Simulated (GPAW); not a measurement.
# SnCCl2 (chair-type functionalised monolayer): G0W0 with GPAW, start to end

How does a plane-wave GW calculation on SnCCl2 (chair-type functionalised monolayer) run from the first input to the gap?

Main program and level: GPAW 26.7.0; PBE and many-body steps on it, plane waves.

## (1) Set-up

The cell holds 4 atoms: 1 C, 1 Sn and 2 Cl. Cell: a = 3.424 Å, b = 3.424 Å, c = 15.700 Å, α = 90.0°, β = 90.0°, γ = 120.0°. Vacuum lies along c.

The start is a generated structure, not a measured one.

## (2) Relaxation

This step: GPAW 26.7.0; DFT, PBE, plane waves, PAW.

A relaxation at this level of theory: leftover forces would pass straight into the levels.

run.py

```python
import json
import numpy as np
from gpaw.mpi import world
from ase import Atoms
from ase.constraints import FixSymmetry
from ase.filters import FrechetCellFilter
from ase.optimize import BFGS
from gpaw import GPAW, PW, FermiDirac

atoms = Atoms(['C', 'Sn', 'Cl', 'Cl'],
    cell=[[3.4242377000, 0.0000000000, 0.0000000000],
      [-1.7121188500, 2.9654768368, 0.0000000000],
      [0.0000000000, 0.0000000000, 15.7000000000]],
    scaled_positions=[[0.3333333333, 0.6666666667, 0.5406326964],
      [0.6666666667, 0.3333333333, 0.4961125265],
      [0.3333333333, 0.6666666667, 0.6505116773],
      [0.6666666667, 0.3333333333, 0.3494883227]],
    pbc=(True, True, False))
atoms.set_constraint(FixSymmetry(atoms))
atoms.calc = GPAW(mode=PW(700),
    xc='PBE',
    kpts={'size': (9, 9, 1), 'gamma': True},
    occupations=FermiDirac(0.02),
    convergence={'density': 1e-5},
    txt='relax.txt')
steps = []
opt = BFGS(FrechetCellFilter(atoms, mask=[1, 1, 0, 0, 0, 1]), logfile='bfgs.log')
opt.attach(lambda: steps.append([atoms.get_potential_energy(), atoms.cell[:], atoms.positions.copy(), atoms.get_forces()]))
converged = opt.run(fmax=0.03, steps=50)
res = {'converged': bool(converged), 'steps': steps, 'cell': atoms.cell[:], 'frac': atoms.get_scaled_positions()}

if world.rank == 0:
    with open('result.json', 'w') as f:
        json.dump(res, f, default=lambda x: x.tolist())
```

Launch:

```console
$ mpirun -n 4 gpaw python run.py
```

Output:

```text
Step     Time          Energy          fmax
BFGS:    0       -16.113205        2.121882
BFGS:    1       -16.262889        1.594183
BFGS:    2       -16.499094        1.007534
[...]
BFGS:   10       -16.707554        0.055857
BFGS:   11       -16.707796        0.023456
```

Elapsed: 2.4 min, on 4 MPI ranks of Arm Neoverse V1, shared host; peak memory 1.4 GiB.

Step by step:

| step | energy less that of the first step (eV) | largest force (eV/Å) |
| --- | --- | --- |
| 1 | 0.0000 | 2.1219 |
| 2 | -0.1497 | 0.9978 |
| 3 | -0.3859 | 0.5438 |
| 4 | -0.4795 | 1.0031 |
| 5 | -0.5324 | 1.0179 |
| 6 | -0.5655 | 0.6945 |
| 7 | -0.5809 | 0.3858 |
| 8 | -0.5854 | 0.3099 |
| 9 | -0.5903 | 0.3086 |
| 10 | -0.5931 | 0.1861 |
| 11 | -0.5943 | 0.0559 |
| 12 | -0.5946 | 0.0235 |

The atoms that moved most (Å):

| atom | dx | dy | dz | length |
| --- | --- | --- | --- | --- |
| Cl3 | 0.000 | 0.000 | 0.062 | 0.062 |
| C1 | 0.000 | 0.000 | -0.035 | 0.035 |
| Cl4 | 0.000 | 0.000 | -0.028 | 0.028 |

The relaxed structure:

```xyz
4
Lattice="3.6991 0.0000 0.0000 -1.8496 3.2036 0.0000 0.0000 0.0000 15.7000" Properties=species:S:1:pos:R:3
C     0.0000    2.1357    8.4529
Sn    1.8496    1.0679    7.7902
Cl    0.0000    2.1357   10.2750
Cl    1.8496    1.0679    5.4589
```

## (3) Ground state

The ground-state density comes first.

run.py

```python
import json
import numpy as np
from gpaw.mpi import world
from ase import Atoms
from gpaw import GPAW, PW, FermiDirac

atoms = Atoms(['C', 'Sn', 'Cl', 'Cl'],
    cell=[[3.6991411401, 0.0000000000, 0.0000000000],
      [-1.8495705700, 3.2035501995, 0.0000000000],
      [0.0000000000, 0.0000000000, 15.7000000000]],
    scaled_positions=[[0.3333333333, 0.6666666667, 0.5383980899],
      [0.6666666667, 0.3333333333, 0.4961889441],
      [0.3333333333, 0.6666666667, 0.6544556553],
      [0.6666666667, 0.3333333333, 0.3477001231]],
    pbc=(True, True, False))
calc = GPAW(mode=PW(600),
    xc='PBE',
    kpts={'size': (9, 9, 1), 'gamma': True},
    occupations=FermiDirac(0.001),
    nbands=-8,
    convergence={'density': 1e-6, 'bands': -3},
    maxiter=100,
    txt='gs.txt')
atoms.calc = calc
res = {'energy': atoms.get_potential_energy()}
kpts = calc.get_ibz_k_points()
res['kpts'] = kpts
res['eigenvalues'] = [calc.get_eigenvalues(kpt=k) for k in range(len(kpts))]
res['n_electrons'] = calc.get_number_of_electrons()
calc.write('gs.gpw')

if world.rank == 0:
    with open('result.json', 'w') as f:
        json.dump(res, f, default=lambda x: x.tolist())
```

Launch:

```console
$ mpirun -n 4 gpaw python run.py
```

Output:

```text
__  _  _
 | _ |_)|_||  |
 |__||  | ||/\| - 26.7.0

Input parameters:
  mode=PW(ecut=600.0),
  convergence={'density': 1e-06, 'bands': -3},
  kpts=MonkhorstPack(size=(9, 9, 1), gamma=True),
  maxiter=100,
  nbands=-8,
  occupations=Occupations(name='fermi-dirac', width=0.001, fixmagmom=False),
  xc=XC(name='PBE')
  [... matrices ...]
Diagonalizing LCAO Hamiltonian
Converting LCAO to pw mode

        Cl

        C
           Sn

           Cl

Atoms  # Å, Bohr magnetons
|   | symbol |         x |        y |         z |    initial magnetic moments |
| 0 |      C | -0.000000 | 2.135700 |  8.452850 | ( 0.0000,  0.0000,  0.0000) |
| 1 |     Sn |  1.849571 | 1.067850 |  7.790166 | ( 0.0000,  0.0000,  0.0000) |
| 2 |     Cl | -0.000000 | 2.135700 | 10.274954 | ( 0.0000,  0.0000,  0.0000) |
| 3 |     Cl |  1.849571 | 1.067850 |  5.458892 | ( 0.0000,  0.0000,  0.0000) |

Unit cell  # Å
| periodic |         x |        y |         z |   lengths |     angles |
|      yes |  3.699141 | 0.000000 |  0.000000 |  3.699141 |  90.000000 |
|      yes | -1.849571 | 3.203550 |  0.000000 |  3.699141 |  90.000000 |
|       no |  0.000000 | 0.000000 | 15.700000 | 15.700000 | 120.000000 |

Number of symmetries: 6
Symmetry operations  # r_c * U_cc + t_c -> r_c
|   | kind |            matrix            |
| 0 |  σ   |  1, 1, 0,  0,-1, 0,  0, 0, 1 |
| 1 |  E   |  1, 0, 0,  0, 1, 0,  0, 0, 1 |
| 2 |  C3  |  0, 1, 0, -1,-1, 0,  0, 0, 1 |
| 3 |  σ   |  0,-1, 0, -1, 0, 0,  0, 0, 1 |
| 4 |  σ   | -1, 0, 0,  1, 1, 0,  0, 0, 1 |
| 5 |  C3  | -1,-1, 0,  1, 0, 0,  0, 0, 1 |

BZ-sampling:
  Number of BZ points: 81
  Number of IBZ points: 12

  Monkhorst-Pack size: [9, 9, 1]
  Monkhorst-Pack shift: [0, 0, 0]

K-points  # in reciprocal-cell coordinates
|     |                                coordinates |     weight |
|   0 | (  0.00000000,   0.00000000,   0.00000000) | 0.01234568 |
|   1 | (  0.11111111,   0.00000000,   0.00000000) | 0.07407407 |
|   2 | (  0.22222222,  -0.11111111,   0.00000000) | 0.07407407 |
|   3 | (  0.22222222,   0.00000000,   0.00000000) | 0.07407407 |
|   4 | (  0.33333333,  -0.11111111,   0.00000000) | 0.14814815 |
|   5 | (  0.33333333,   0.00000000,   0.00000000) | 0.07407407 |
|   6 | (  0.33333333,   0.33333333,   0.00000000) | 0.02469136 |
|   7 | (  0.44444444,  -0.22222222,   0.00000000) | 0.07407407 |
|   8 | (  0.44444444,  -0.11111111,   0.00000000) | 0.14814815 |
|   9 | (  0.44444444,   0.00000000,   0.00000000) | 0.07407407 |
| ... |                                            |            |
|  11 | (  0.44444444,   0.44444444,   0.00000000) | 0.07407407 |

Plane wave coefficients: 6253
Cutoff: 600.0 eV

Spin-components: 1 (collinear spins)
Bands:           24
Projectors:      21
Spin-degeneracy: 2
Datatype:        complex128

  Storage: CPU
  Wave functions: 28_574_208 bytes (7_143_552 per core)
  Projectors: 34_527_168 bytes (8_631_792 per core)
  [... matrices ...]
Parallelization:
  kpt:    4
  domain: 1
  band:   1

Density:
  Valence electrons: 32.0
  Components: 1
  Grid points: [21 21 90]
  Charge: 0.0  # |e|

Potential:
  Grid points: [21 21 90]

species:
  C:
    name:    Carbon
    Z:       6.0
    valence: 4
    core:    2
    charge:  0.0  # [|e|]
    compensation charges:
      type: gauss
      rc: 0.20  # [Å]
      lmax: 2
    cutoffs:
      filter: 1.14  # [Å]
      core: 1.14  # [Å]
    projectors
    | kind |    occ | energy [eV] | rcut [Å] |
    |   2s |  2.000 |     -13.751 |    0.635 |
    |   2p |  2.000 |      -5.284 |    0.635 |
    |    s |        |      13.461 |    0.635 |
    |    p |        |      21.927 |    0.635 |
    |    d |        |       0.000 |    0.635 |

    Using partial waves for C as LCAO basis

  Sn:
    name:    Tin
    Z:       50.0
    valence: 14
    core:    36
    charge:  0.0  # [|e|]
    compensation charges:
      type: gauss
      rc: 0.38  # [Å]
      lmax: 2
    cutoffs:
      filter: 2.23  # [Å]
      core: 2.35  # [Å]
    projectors
    | kind |    occ | energy [eV] | rcut [Å] |
    |   5s |  2.000 |     -10.538 |    1.201 |
    |   5p |  2.000 |      -3.696 |    1.270 |
    |   4d | 10.000 |     -25.845 |    1.185 |
    |    s |        |      16.674 |    1.201 |
    |    p |        |      23.515 |    1.270 |
    |    d |        |       1.367 |    1.185 |

    Using partial waves for Sn as LCAO basis

  Cl:
    name:    Chlorine
    Z:       17.0
    valence: 7
    core:    10
    charge:  0.0  # [|e|]
    compensation charges:
      type: gauss
      rc: 0.25  # [Å]
      lmax: 2
    cutoffs:
      filter: 1.40  # [Å]
      core: 1.49  # [Å]
    projectors
    | kind |    occ | energy [eV] | rcut [Å] |
    |   3s |  2.000 |     -20.689 |    0.794 |
    |   3p |  5.000 |      -8.594 |    0.794 |
    |    s |        |       6.523 |    0.794 |
    |    p |        |      18.617 |    0.794 |
    |    d |        |       0.000 |    0.794 |

    Using partial waves for Cl as LCAO basis

Reference energy: -194148.220214  # eV

eigensolver:
  PPCG
  Converge bands: -3
  niter=2

density mixing:
  MSR1-Mixer
  Pratt-step length: 0.05
  Maximum mixing coefficient: 0.75
  Old densities: 10
  SVD Regularization: 0.005
  Good broyden scale: 1.0
  Trust region scale: 1.0
  Backstep threshold: 4.0
  History deletion threshold: 6.0
  Fourier metric: weight=20.0, sigma=0.015

occupation numbers:
  Fermi-Dirac:
    width: 0.0010  # eV

poisson solver:
  ecut: 4800.0  # eV

xc functional:
  name: PBE with 2 nearest neighbor stencil

Initialization done in: 1.119 s

convergence criteria:
- Maximum integral of absolute [dens]ity change: 1e-06 electrons / valence electron
- Maximum [total energy] change in last 3 cyles: 0.0005 eV / valence electron
- Maximum integral of absolute [eigenst]ate change: 4e-08 eV^2 / valence electron
maximum number of iterations: 100

SCF iterations
|iter     |     time |      energy | eigst |  dens |
|iter:   1|  |  -17.860066 | +0.92 |       |
|iter:   2|  |  -17.589055 | -0.30 | -1.03 |
|iter:   3|  |  -16.714716 | -0.69 | -1.08 |
|iter:   4|  |  -16.702141 | -1.70 | -1.59 |
|iter:   5|  |  -16.701667c| -2.05 | -1.97 |
|iter:   6|  |  -16.697501c| -2.71 | -2.26 |
|iter:   7|  |  -16.697618c| -3.78 | -2.94 |
|iter:   8|  |  -16.697551c| -4.30 | -3.24 |
|iter:   9|  |  -16.697555c| -5.29 | -3.70 |
|iter:  10|  |  -16.697556c| -6.24 | -4.21 |
|iter:  11|  |  -16.697556c| -6.87 | -4.75 |
|iter:  12|  |  -16.697556c| -7.38 | -5.34 |
|iter:  13|  |  -16.697556c| -7.84c| -6.01c|

Converged in 13 steps
SCF loop duration: 10.717 s (0.824 s/step)
Energy contributions relative to reference atoms: (reference = -194148.220214)
  [... matrices ...]
Energy contributions:
  Kinetic:          19.920964
  Coulomb:         -18.612021
  Zero:              0.016439
  External:          0.000000
  Xc:              -18.022938
  Entropy:          -0.000000
  Spinorbit:         0.000000
  ----------------------------
  Free energy:     -16.697556
  Extrapolated:    -16.697556

dipole moment: (2.386280, -1.377711, 0.115829)  # |e|*Ang

Fermi level: -1.466
Eigenvalues  # (at kpt = [0.000, 0.000, 0.000])
| band index |      eig [eV] | occ [0-2] |
|          0 |       -23.049 |     2.000 |
|        ... |               |           |
|          8 |        -7.989 |     2.000 |
|          9 |        -5.059 |     2.000 |
|         10 |        -4.617 |     2.000 |
|         11 |        -4.617 |     2.000 |
|         12 |        -2.810 |     2.000 |
|         13 |        -2.810 |     2.000 |
|         14 |        -1.570 |     2.000 |
|         15 |        -1.570 |     2.000 |
|         16 |        -0.699 |     0.000 |
|         17 |         0.982 |     0.000 |
|         18 |         3.354 |     0.000 |
|         19 |         4.157 |     0.000 |
|         20 |         4.157 |     0.000 |
|         21 |         4.286 |     0.000 |
|         22 |         4.820 |     0.000 |
|         23 |         5.528 |     0.000 |

Gap: 0.871 eV
Transition (v -> c):
  (s=0, k=0, n=15, [0.00, 0.00, 0.00]) -> (s=0, k=0, n=16, [0.00, 0.00, 0.00])
No difference between direct/indirect transitions
vacuum-level: 4.510  # V
# Writing to gs.gpw (mode='')
  [... matrices ...]
```

Wall time 14 s (4 MPI ranks); peak memory 0.89 GiB; 54 s of CPU time.

This step gave:

| Item | Value |
| --- | --- |
| total energy | -16.70 eV |
| gap | 0.8705 eV |
| k of the valence top | 0, 0, 0 |
| k of the conduction bottom | 0, 0, 0 |
| least direct gap | 0.8705 eV |

The gap is direct, at Γ.

## (4) Bands along the symmetry lines

Levels along a band path, at the cheap level, show where the edges lie and whether the meshes to come will hold them.

run.py

```python
import json
import numpy as np
from gpaw.mpi import world
from gpaw import GPAW

path = [[0.000000, 0.000000, 0.000000],
    [0.062500, 0.000000, 0.000000],
    [0.125000, 0.000000, 0.000000],
    [0.187500, 0.000000, 0.000000],
    [0.250000, 0.000000, 0.000000],
    [0.312500, 0.000000, 0.000000],
    [0.375000, 0.000000, 0.000000],
    [0.437500, 0.000000, 0.000000],
    [0.500000, 0.000000, 0.000000],
    [0.479167, 0.041667, 0.000000],
    [0.458333, 0.083333, 0.000000],
    [0.437500, 0.125000, 0.000000],
    [0.416667, 0.166667, 0.000000],
    [0.395833, 0.208333, 0.000000],
    [0.375000, 0.250000, 0.000000],
    [0.354167, 0.291667, 0.000000],
    [0.333333, 0.333333, 0.000000],
    [0.291667, 0.291667, 0.000000],
    [0.250000, 0.250000, 0.000000],
    [0.208333, 0.208333, 0.000000],
    [0.166667, 0.166667, 0.000000],
    [0.125000, 0.125000, 0.000000],
    [0.083333, 0.083333, 0.000000],
    [0.041667, 0.041667, 0.000000],
    [0.000000, 0.000000, 0.000000]]
calc = GPAW('gs.gpw').fixed_density(kpts=path,
    symmetry='off',
    nbands=26,
    convergence={'bands': 22},
    txt='bands.txt')
res = {}
kpts = calc.get_ibz_k_points()
res['kpts'] = kpts
res['eigenvalues'] = [calc.get_eigenvalues(kpt=k) for k in range(len(kpts))]
res['n_electrons'] = calc.get_number_of_electrons()

if world.rank == 0:
    with open('result.json', 'w') as f:
        json.dump(res, f, default=lambda x: x.tolist())
```

Launch:

```console
$ mpirun -n 4 gpaw python run.py
```

Output:

```text
Diagonalizing LCAO Hamiltonian
Converting LCAO to pw mode
convergence criteria:
- Maximum integral of absolute [eigenst]ate change: 4e-08 eV^2 / valence electron
maximum number of iterations: 100

SCF iterations
|iter     |     time |      energy | eigst |  dens |
|iter:   1|  |             | +1.39 |       |
|iter:   2|  |             | +0.02 |       |
|iter:   3|  |             | -0.67 |       |
[...]
|iter:  13|  |             | -6.72 |       |
|iter:  14|  |             | -7.33 |       |
|iter:  15|  |             | -7.73c|       |
SCF steps: 15
  __  _  _
 | _ |_)|_||  |
 |__||  | ||/\| - 26.7.0

Input parameters:
  mode=PW(ecut=600.0),
  convergence={'bands': 22},
  gpts=array([21, 21, 90]),
  kpts=KPoints(kpts=array([[0.      , 0.      , 0.      ],
         [0.0625  , 0.      , 0.      ],
         [0.125   , 0.      , 0.      ],
         [0.1875  , 0.      , 0.      ],
[...]
[0.479167, 0.041667, 0.      ],
         [0.458333, 0.083333, 0.      ],
[...]
[0.416667, 0.166667, 0.      ],
[...]
[0.25    , 0.25    , 0.      ],
[...]
[0.125   , 0.125   , 0.      ],
         [0.083333, 0.083333, 0.      ],
         [0.041667, 0.041667, 0.      ],
         [0.      , 0.      , 0.      ]])),
  maxiter=100,
  nbands=26,
  occupations=Occupations(name='fermi-dirac', width=0.001, fixmagmom=False),
  parallel={},
  symmetry=Symmetry(point_group=False, time_reversal=False),
  xc=XC(name='PBE')
  [... matrices ...]
timing:  # [seconds]
  Total: 0.023  # ━━━━━━━━━━━━━━━━━━━━━━━━━━━━━━━━━━━━━━━━━━━━━━━━━━━━━━━━━━━
```

Elapsed: 27 s, on 4 MPI ranks; peak memory 1 GiB; 1.8 min of CPU time.

This step gave:

```yaml
gap: 0.8705 eV
k_of_the_valence_top: 0, 0, 0
k_of_the_conduction_bottom: 0, 0, 0
least_direct_gap: 0.8705 eV
```

The gap is 0.871 eV, as in the run before at this level.

The electronic bands at the labelled points (eV, zero at the top of the highest filled band):

| point | band 13 | band 14 | band 15 | band 16 | band 17 | band 18 | band 19 | band 20 |
| --- | --- | --- | --- | --- | --- | --- | --- | --- |
| Γ | -1.24 | -1.24 | 0.00 | 0.00 | 0.87 | 2.55 | 4.92 | 5.73 |
| halfway | -2.21 | -1.66 | -1.48 | -0.47 | 2.29 | 3.26 | 4.64 | 5.61 |
| M | -2.84 | -2.42 | -1.71 | -0.81 | 2.19 | 3.92 | 4.08 | 6.52 |
| halfway | -2.79 | -2.34 | -2.02 | -1.32 | 3.19 | 4.10 | 4.32 | 6.19 |
| K | -2.78 | -2.33 | -2.12 | -1.81 | 3.88 | 3.99 | 5.11 | 5.82 |
| halfway | -2.27 | -1.96 | -1.53 | -0.84 | 2.75 | 3.64 | 4.83 | 5.04 |
| Γ | -1.24 | -1.24 | 0.00 | 0.00 | 0.87 | 2.55 | 4.92 | 5.73 |

## (5) Empty states on the mesh, 9×9×1 mesh, 206 bands

The sums over transitions need many empty states on a uniform mesh; this step solves for them.

run.py

```python
import json
import numpy as np
from gpaw.mpi import world
from gpaw import GPAW

calc = GPAW('gs.gpw').fixed_density(kpts={'size': (9, 9, 1), 'gamma': True},
    nbands=240,
    convergence={'bands': 206},
    txt='nscf.txt')
calc.write('full.gpw', mode='all')
res = {}
kpts = calc.get_ibz_k_points()
res['kpts'] = kpts
res['eigenvalues'] = [calc.get_eigenvalues(kpt=k) for k in range(len(kpts))]
res['n_electrons'] = calc.get_number_of_electrons()

if world.rank == 0:
    with open('result.json', 'w') as f:
        json.dump(res, f, default=lambda x: x.tolist())
```

Launch:

```console
$ mpirun -n 4 gpaw python run.py
```

Output:

```text
Diagonalizing LCAO Hamiltonian
Converting LCAO to pw mode
convergence criteria:
- Maximum integral of absolute [eigenst]ate change: 4e-08 eV^2 / valence electron
maximum number of iterations: 100

SCF iterations
|iter     |     time |      energy | eigst |  dens |
|iter:   1|  |             | +4.40 |       |
|iter:   2|  |             | +3.19 |       |
|iter:   3|  |             | +2.09 |       |
[...]
|iter:  15|  |             | -7.06 |       |
|iter:  16|  |             | -7.39 |       |
|iter:  17|  |             | -7.69c|       |
SCF steps: 17
  __  _  _
 | _ |_)|_||  |
 |__||  | ||/\| - 26.7.0

Input parameters:
  mode=PW(ecut=600.0),
  convergence={'bands': 206},
  gpts=array([21, 21, 90]),
  kpts=MonkhorstPack(size=(9, 9, 1), gamma=True),
  maxiter=100,
  nbands=240,
  occupations=Occupations(name='fermi-dirac', width=0.001, fixmagmom=False),
  parallel={},
  xc=XC(name='PBE')
# Writing to full.gpw (mode='all')
  [... matrices ...]

timing:  # [seconds]
  Total: 0.089  # ━━━━━━━━━━━━━━━━━━━━━━━━━━━━━━━━━━━━━━━━━━━━━━━━━━━━━━━━━━━
```

Wall time 3 min (4 MPI ranks); peak memory 1.5 GiB.

This step gave:

- gap: 0.8705 eV
- k of the valence top: 0, 0, 0
- k of the conduction bottom: 0, 0, 0
- least direct gap: 0.8705 eV
- k points computed: 12
- lowest point of the top converged band, above the valence top: 57.6531 eV

On this mesh the gap is 0.871 eV.

(Part 1 of 2 ends here.)

[Paths, hosts, dates, memory and timing lines, banners, echoed tables and standing remarks are left out of the program output.]

[Logs are printed without paths, hosts, clocks, repeated set-up lines and the standing remarks that a program may print on its own settings, such as how far it seeks lower states.]

[Runs of the session that timed out or met a known fault of the program may be left out.]

[Hosts, paths, dates, database ids (printed as entryN), source tags and the programs' standing remarks are cut or masked in the printed files.]
